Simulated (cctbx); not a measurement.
## Interatomic vectors of AgGeSb3Te6

Space group Cmc2_1 (no. 36), a = 4.3560 Å, b = 13.1580 Å, c = 19.8160 Å, α = 90.00°, β = 90.00°, γ = 90.00°, content Te24 Sb12 Ag4 Ge4.

Simulated single-crystal data (cctbx): synchrotron X-rays, λ = 0.6889 Å, to d = 0.7 Å, 95 % of the full sphere, strongest reflection 5000 counts, noise from counting, a 3 % proportional error and a noise floor of 15 counts (s.d.); no absorption.

Patterson synthesis, origin scaled to 1000:

```text
Patterson group C m m m
      u       v       w   height  length (A)
  0.000   0.000   0.000   1000.0     0.00
  0.000   0.275   0.081    190.4     3.96
  0.000   0.000   0.500    172.2     9.91
  0.000   0.500   0.184    171.0     7.52
  0.000   0.367   0.040    169.6     4.89
  0.000   0.086   0.116    156.0     2.56
  0.000   0.148   0.225    149.3     4.86
  0.000   0.208   0.259    133.0     5.82
  0.000   0.132   0.460    132.0     9.29
  0.000   0.428   0.157    126.1     6.43
  0.000   0.500   0.500    123.9    11.89
  0.000   0.434   0.297    116.4     8.20
  0.000   0.397   0.347    115.9     8.64
  0.000   0.061   0.344    111.0     6.87
```

**Question.** Which atom pairs make the peaks, and where is the heaviest atom?

A peak at u stands for all pairs with xi − xj = u, with weight Σ ZiZj against Σ Z² = 109040 at the origin. Peak heights follow these weights only roughly, since form factors, motion and series ripples differ, all vectors within 0.55 Å of a peak are counted as merged into it though the farther ones add only part of their weight, and F(000) is left out, which lowers the whole map:

| u | v | w | shortest length (Å) | height | 1000 ΣZiZj/ΣZ² | pairs in the cell |
| --- | --- | --- | --- | --- | --- | --- |
| 0.000 | 0.275 | 0.081 | 3.96 | 190 | 338 | 8 × Te–Te, 4 × Sb–Sb, 2 × Sb–Ag |
| 0.000 | 0.000 | 0.500 | 9.91 | 172 | 320 | 8 × Te–Te, 8 × Te–Ge |
| 0.000 | 0.500 | 0.184 | 4.25 | 171 | 442 | 8 × Te–Te, 4 × Sb–Sb, 4 × Sb–Ag, 4 × Sb–Ge |
| 0.000 | 0.367 | 0.040 | 2.90 | 170 | 382 | 12 × Te–Sb, 4 × Te–Ag |
| 0.000 | 0.086 | 0.116 | 2.56 | 156 | 236 | 6 × Te–Sb, 4 × Te–Ag |
| 0.000 | 0.148 | 0.225 | 4.87 | 149 | 271 | 6 × Te–Sb, 2 × Te–Te, 2 × Te–Ag, 2 × Te–Ge |
| 0.000 | 0.208 | 0.259 | 5.82 | 133 | 174 | 4 × Te–Te, 2 × Sb–Ag, 2 × Te–Ge |
| 0.000 | 0.132 | 0.460 | 9.28 | 132 | 191 | 6 × Te–Sb, 2 × Te–Ag |
| 0.000 | 0.428 | 0.157 | 3.91 | 126 | 149 | 6 × Te–Te |
| 0.000 | 0.500 | 0.500 | 10.14 | 124 | 198 | 8 × Te–Te |

The table stops at ten peaks or at a height of 45, below which ripples compete. In the model behind the data Te, the heaviest element, has 6 independent sites: (1/2, 0.0175, 0.4970), (1/2, 0.2377, 0.5988), (0, 0.2572, 0.4072), (1/2, 0.1800, 0.2527), (1/2, 0.4590, 0.3355) and (0, 0.0090, 0.6564), up to an allowed shift of origin; the Te–Te vectors are differences of these positions and their symmetry mates. Elements of similar Z can't be told apart from the map alone. The whole model:

| atom | mult. | x | y | z | Ueq (Å²) |
| --- | --- | --- | --- | --- | --- |
| Te1 | 4 | 1/2 | 0.0175 | 0.4970 | 0.0064 |
| Te2 | 4 | 1/2 | 0.2377 | 0.5988 | 0.0069 |
| Te3 | 4 | 0 | 0.2572 | 0.4072 | 0.0073 |
| Te4 | 4 | 1/2 | 0.1800 | 0.2527 | 0.0057 |
| Te5 | 4 | 1/2 | 0.4590 | 0.3355 | 0.0063 |
| Te6 | 4 | 0 | 0.0090 | 0.6564 | 0.0056 |
| Sb1 | 4 | 0 | 0.3857 | 0.6353 | 0.0082 |
| Sb2 | 4 | 1/2 | 0.3609 | 0.4424 | 0.0050 |
| Sb3 | 4 | 0 | 0.1195 | 0.5471 | 0.0066 |
| Ag1 | 4 | 1/2 | 0.0950 | 0.3719 | 0.0064 |
| Ge1 | 4 | 1/2 | 0.1634 | 0.7553 | 0.0076 |

The model is made up (kin elements in a known structure type, no relaxation), so it says nothing on whether the phase exists.

[Logs are printed without paths, hosts, clocks, repeated set-up lines and the standing remarks that a program may print on its own settings, such as how far it seeks lower states.]
